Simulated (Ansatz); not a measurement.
# Work function of Rh(111): what the settings cost and change, part 2 of 2

How thick a slab and how much vacuum does the work function of Rh(111) need?

Ansatz 0.2.0; plane-wave DFT, PBE, Ansatz PAW.

So far, work function, upper face (eV): step 2 (run, setting 1 layer) 5.92; step 7 (slab, 6 atoms) 5.16; step 8 (run, 8 atoms) 5.17; step 9 (run, 10 atoms) 5.17; step 10 (run, 13 atoms) 5.16.

## 11. Run, 7 atoms

System of this step: Rh(111). The cell holds 7 atoms: 7 Rh. Cell: a = 2.687 Å, b = 2.687 Å, c = 23.164 Å, α = 90.0°, β = 90.0°, γ = 60.0°. Vacuum lies along c.

The input, input.yaml:

```yaml
crystal:
  lattice:
    - [2.6870057685, 0.0, 0.0]
    - [1.3435028843, 2.3270152556, 0.0]
    - [0.0, 0.0, 23.1635861375]
  atoms:
    - { symbol: Rh, position: [0.0, 0.0, 0.215856041] }
    - { symbol: Rh, position: [0.3333333333, 0.3333333333, 0.310570694] }
    - { symbol: Rh, position: [0.6666666667, 0.6666666667, 0.405285347] }
    - { symbol: Rh, position: [0.0, 0.0, 0.5] }
    - { symbol: Rh, position: [0.3333333333, 0.3333333333, 0.594714653] }
    - { symbol: Rh, position: [0.6666666667, 0.6666666667, 0.689429306] }
    - { symbol: Rh, position: [0.0, 0.0, 0.784143959] }
kpoints:
  mp_grid: { grid: [17, 17, 1] }
hamiltonian:
  xc: pbe
scf:
  occupations: { method: fermi_dirac, width: 0.1 }
  convergence: { dr2_threshold: 1.0e-09 }
efield:
  axis: 3
  dipole_correction: true
  ramp_position: 0.97
  ramp_width: 0.06
output:
  write_potential: true
  write_density: true
  volumetric_format: npy
```

Run with:

```
ansatz run input.yaml --threads 2 --pin off --max-ram 3072MiB --backend cpu --events-out ev --progress --plain --runs-dir out
```

Elapsed: 58 s, on 2 threads of Arm Neoverse N1, shared host; peak memory 0.6 GiB.

The work function is 5.161 eV. The program marks this work function as in doubt.

## 12. Slab, 7 atoms

The cell differs from the one that the last finished run ended in (c 23.164 → 27.164 Å).

input.yaml, the sections that differ from step 11:

```yaml
crystal:
  lattice:
    - [2.6870057685, 0.0, 0.0]
    - [1.3435028843, 2.3270152556, 0.0]
    - [0.0, 0.0, 27.1635861375]
  atoms:
    - { symbol: Rh, position: [0.0, 0.0, 0.257697933] }
    - { symbol: Rh, position: [0.3333333333, 0.3333333333, 0.3384652887] }
    - { symbol: Rh, position: [0.6666666667, 0.6666666667, 0.4192326443] }
    - { symbol: Rh, position: [0.0, 0.0, 0.5] }
    - { symbol: Rh, position: [0.3333333333, 0.3333333333, 0.5807673557] }
    - { symbol: Rh, position: [0.6666666667, 0.6666666667, 0.6615347113] }
    - { symbol: Rh, position: [0.0, 0.0, 0.742302067] }
# kpoints, hamiltonian, scf, efield, output: as in step 11
```

Run time: 71 s. Hardware: 2 threads; peak memory 0.66 GiB; 2 min of CPU time.

The work function is 5.166 eV, +0.004 eV from the run “7 layers, 10 Å of vacuum”, at 1.2 times its CPU time.

## 13. Slab, 7 atoms (run 2)

The cell differs from the one that the last finished run ended in (c 27.164 → 39.164 Å).

input.yaml, the sections that differ from step 12:

```yaml
crystal:
  lattice:
    - [2.6870057685, 0.0, 0.0]
    - [1.3435028843, 2.3270152556, 0.0]
    - [0.0, 0.0, 39.1635861375]
  atoms:
    - { symbol: Rh, position: [0.0, 0.0, 0.3319410014] }
    - { symbol: Rh, position: [0.3333333333, 0.3333333333, 0.3879606676] }
    - { symbol: Rh, position: [0.6666666667, 0.6666666667, 0.4439803338] }
    - { symbol: Rh, position: [0.0, 0.0, 0.5] }
    - { symbol: Rh, position: [0.3333333333, 0.3333333333, 0.5560196662] }
    - { symbol: Rh, position: [0.6666666667, 0.6666666667, 0.6120393324] }
    - { symbol: Rh, position: [0.0, 0.0, 0.6680589986] }
# kpoints, hamiltonian, scf, efield, output: as in step 12
```

Elapsed: 89 s, on 2 threads; peak memory 0.85 GiB.

The work function is 5.166 eV, +0.000 eV from the run “7 layers, 14 Å of vacuum”, at 1.3 times its CPU time.

## 14. Side by side

Times are for 2 threads of Arm Neoverse N1, shared host. Results by setting:

```
no.                   setting  work function, upper face (eV)     time  memory (GiB)
  1                   1 layer                           5.923    7.1 s          0.36
  2                  2 layers                           5.191     13 s          0.42
  3                  3 layers                           5.099     20 s          0.41
  4                  4 layers                           5.180     33 s          0.47
  5                  5 layers                           5.173     43 s          0.53
  6                  6 layers                           5.159     61 s          0.63
  7                  8 layers                           5.171     96 s          0.83
  8                 10 layers                           5.167  2.5 min           1.1
  9                 13 layers                           5.165  4.3 min           1.5
 10  7 layers, 10 Å of vacuum                           5.161     58 s           0.6
 11  7 layers, 14 Å of vacuum                           5.166     71 s          0.66
 12  7 layers, 26 Å of vacuum                           5.166     89 s          0.85
```

## 15. A changed input

System of this step: Rh(111) monolayer. The cell holds 1 atom: 1 Rh. Its edges and angles: a = 2.687 Å, b = 2.687 Å, c = 18.000 Å, α = 90.0°, β = 90.0°, γ = 60.0°. Vacuum lies along c.

An input spoilt on purpose, to show how the run answers: it repeats the earlier run “1 layer” with efield.ramp_width from 0.06 to 0.9, and scf.max_iter set to 60; its output block differs too.

input.yaml, the sections that differ from step 13:

```yaml
crystal:
  lattice:
    - [2.6870057685, 0.0, 0.0]
    - [1.3435028843, 2.3270152556, 0.0]
    - [0.0, 0.0, 18.0]
  atoms:
    - { symbol: Rh, position: [0.6666666667, 0.6666666667, 0.5] }
scf:
  occupations: { method: fermi_dirac, width: 0.1 }
  convergence: { dr2_threshold: 1.0e-09 }
  max_iter: 60
efield:
  axis: 3
  dipole_correction: true
  ramp_position: 0.97
  ramp_width: 0.9
# kpoints, hamiltonian, output: as in step 13
```

It took 0.38 s on 2 threads; peak memory 0.21 GiB.

The program refused the input before any cycle.

The program's message: “Error: efield: ion 0 (Rh) at fractional coordinate 0.5000 along the field axis lies inside the sawtooth ramp with 2 of the planes that the density is read on at each end, [0.9540, 0.8860] — the ramp m …”

The fault put into the input: a ramp so wide that it reaches the atoms.

## 16. Summary of results

```json
{
  "work function, 1 layer": "5.923 eV",
  "work function, 3 layers": "5.099 eV",
  "work function, 6 layers": "5.159 eV",
  "work function, 13 layers": "5.165 eV"
}
```

What this shows: The thickest slab gives 5.16 eV, and the settings tried spread the value from 5.10 to 5.92 eV. At 18 Å of vacuum, the slabs from 4 layers on stay within 0.02 eV of the thickest. Going from 10 to 26 Å of vacuum moves it by 0.004 eV. The program marks the value as in doubt in “7 layers, 10 Å of vacuum”. The ladder's slabs use the tabulated experimental lattice constant (two decimals; a low-temperature value for the alkali metals). The main runs have no spin polarisation; a magnetic state could lie lower and would change these results. In 1 run of the series (7 layers, 10 Å of vacuum) the program warns that electrons reach the sawtooth's ramp, which makes dipole and work function less sure.

Comparison with the measured values:

| quantity | measured | 13 layers |
| --- | --- | --- |
| work function (clean (111) face, a compiled value) (eV) | 5.46 | 5.16 (-0.30 eV) |

Measured values from arxiv:1902.07811 (2019).

**Verdict.** The work function is off by -0.30 eV: fair agreement. The grades are ours: good and fair within 3 and 7 % for the work function. No cell relaxation is part of this session.

[Logs are printed without paths, hosts, clocks, repeated set-up lines and the standing remarks that a program may print on its own settings, such as how far it seeks lower states.]

[Hosts, paths, dates, database ids (printed as entryN), source tags and the programs' standing remarks are cut or masked in the printed files.]

[Maps of the electrostatic potential energy from Ansatz leave out the sawtooth potential of an applied field or a dipole correction, so their vacuum need not be flat; planar profiles and work functions include it.]
